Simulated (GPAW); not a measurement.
# Full monolayers on Ta(110): dipole and work function

One adsorbate to each surface atom of Ta(110). How do the overlayers move the work function, and does the slab's dipole account for it?

**Method.** GPAW 26.7.0, plane waves with PAW setups, PBE; 4 layers of Ta at the tabulated lattice constant, the lower ones held, adsorbate and upper ones relaxed in a 1×1 cell of 7.747 Å², a dipole layer in the vacuum. The dipole counts positive along the outward normal of the covered face; e/ε0 = 180.95 V Å.

Results, with one row withheld:

```tsv
adsorbate	height (Å)	dipole (e Å)	bare face (eV)	covered face (eV)
O	1.73	−0.1637	4.78	8.60
C	1.99	−0.0915	4.77	6.90
N	0.91	−0.0337	4.81	5.59
Si	2.11	−0.0220	4.78	5.29
H	1.05	0.0185	4.78	4.35
Li	2.75	0.0488	4.80	3.66
OH	1.89	0.1346	4.79	1.65
S	1.75	−0.0262	4.78	?
```

To predict: What is the work function of the face covered with S?

**Working.** A layer of dipoles p on area A makes a potential step of −e p/(ε0 A), so the covered face lies above the bare one by 180.95 × 0.0262 / 7.747 = 0.61 eV, which gives 4.78 + 0.61 = 5.39 eV; the run gives 5.40 eV. Over the whole set the covered face runs from 8.60 eV (O) to 1.65 eV (OH), while the bare lower face stays between 4.77 and 4.81 eV. Among the 7 single atoms the step follows the electronegativity loosely (r = 0.82); OH stands apart, since a molecule brings its own dipole. The agreement is built in: with a dipole layer the step equals the dipole term up to numerical noise, so it checks the arithmetic, not the physics. H moves the work function against the sign that electronegativity suggests: at a full monolayer the height of the layer and the charge pushed back into the metal count as much as the charge that the atom draws.

Caveats: One starting site was tried for each adsorbate, and a full monolayer is often more than a real surface holds. 4 layers are thin, so the bare face feels the overlayer. No run was spin-polarised, so magnetic states weren't tested.

[Logs are printed without paths, hosts, clocks, repeated set-up lines and the standing remarks that a program may print on its own settings, such as how far it seeks lower states.]
